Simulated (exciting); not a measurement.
Consider AlN, space group P6_3mc.

```xyz
4
Lattice="3.1130 0.0000 0.0000 -1.5565 2.6959 0.0000 0.0000 0.0000 4.9810" Properties=species:S:1:pos:R:3 pbc="T T T"
Al    1.5565    0.8986    2.4905
Al    0.0000    1.7973    0.0000
N     1.5565    0.8986    4.3833
N     0.0000    1.7973    1.8928
```

Absorber: atom 3, with 4 Al at 1.89 Å (tetrahedral, site symmetry 3m). Method: exciting, all-electron LAPW+lo, LDA, exchange and screened direct term (singlet BSE), 5×5×3 shifted k points, 17 conduction bands, |G+q| up to 3 bohr⁻¹, full RPA screening with nempty = 38, Lorentzian half width 0.45 eV.

The database entry behind the starting cell differs from later determinations by our own check (inner coordinate u about 0.002 short), so it need not match the best structure at ambient conditions.

What does the N K spectrum look like, and is there a bound core exciton?

Bound core exciton? Undecided on this mesh: the first bright state (over 5 % of the brightest) lies at -0.42 eV from the Kohn–Sham onset and at -1.11 eV from the lowest bare transition of its own mesh. Maxima (height): 0.3 eV (1.00), 3.0 eV (0.79), 5.6 eV (0.59) and 9.7 eV (0.19).

Energy from the Kohn–Sham onset, core level to the lowest empty state found on the meshes used; Im ε in relative units:

| E (eV) | Im ε |
| --- | --- |
| -4.0 | 0.02 |
| -3.5 | 0.03 |
| -3.0 | 0.03 |
| -2.5 | 0.04 |
| -2.0 | 0.06 |
| -1.5 | 0.09 |
| -1.0 | 0.15 |
| -0.5 | 0.30 |
| 0.0 | 0.74 |
| 0.5 | 0.97 |
| 1.0 | 0.74 |
| 1.5 | 0.62 |
| 2.0 | 0.57 |
| 2.5 | 0.64 |
| 3.0 | 0.79 |
| 3.5 | 0.67 |
| 4.0 | 0.59 |
| 4.5 | 0.53 |
| 5.0 | 0.47 |
| 5.5 | 0.57 |
| 6.0 | 0.51 |
| 6.5 | 0.35 |
| 7.0 | 0.27 |
| 7.5 | 0.22 |
| 8.0 | 0.19 |
| 8.5 | 0.16 |
| 9.0 | 0.16 |
| 9.5 | 0.18 |
| 10.0 | 0.18 |
| 10.5 | 0.17 |
| 11.0 | 0.15 |
| 11.5 | 0.12 |
| 12.0 | 0.10 |
| 12.5 | 0.10 |
| 13.0 | 0.12 |
| 13.5 | 0.14 |
| 14.0 | 0.13 |
| 14.5 | 0.12 |

A mesh of 75 points doesn't converge binding energies, and fine structure above the first lines is partly noise of the mesh. The kernel cutoff is low for a compact core orbital, so the effect of exchange is a lower bound. The zero comes from the unshifted 6×6×3 ground-state mesh; it is exact only where the band minimum lies on that mesh. The Kohn–Sham onset, 374 eV, is no photon energy: the scale needs a rigid shift. No quasiparticle correction widens the gap or stretches the bands. Vibrations and energy-dependent lifetimes are left out. The structure is a published determination, not relaxed.

[Banner, clock and machine lines of the logs are left out without a mark of their own.]

[Logs are printed without paths, hosts, clocks, repeated set-up lines and the standing remarks that a program may print on its own settings, such as how far it seeks lower states.]

[Hosts, paths, dates, database ids (printed as entryN), source tags and the programs' standing remarks are cut or masked in the printed files.]
